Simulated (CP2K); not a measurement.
The C K edge of cyclobutane was computed by TDDFT (CP2K XAS_TDP, aug-cc-pVDZ, TDA) at these levels: PBEh(45%), PBEh(45%) + GW2X and PBEh(60%). The first three lines of C1 (bonded to 2 C and 2 H) with a strength over 0.0015, energy in eV and strength:

| run | first | second | third |
| --- | --- | --- | --- |
| 1 | 283.73 (0.007) | 284.08 (0.016) | 284.42 (0.008) |
| 2 | 288.50 (0.013) | 288.76 (0.028) | 289.19 (0.025) |
| 3 | 289.65 (0.007) | 290.00 (0.015) | 290.34 (0.008) |

Q: Which run is which?

Run 1: PBEh(45%) (45 % exact exchange). Run 2: PBEh(60%) (60 % exact exchange). Run 3: PBEh(45%) + GW2X (45 % exact exchange). Self-interaction lifts the core level, so the uncorrected lines rise with the share of exact exchange. The GW2X run keeps the spacings of its parent: 0.35 eV between the first two lines in run 3, 0.35 eV in run 1. Its shift is +5.92 eV, since the Kohn–Sham level at this share of exchange lies that far above the quasiparticle level.

[Hosts, paths, dates, database ids (printed as entryN), source tags and the programs' standing remarks are cut or masked in the printed files.]
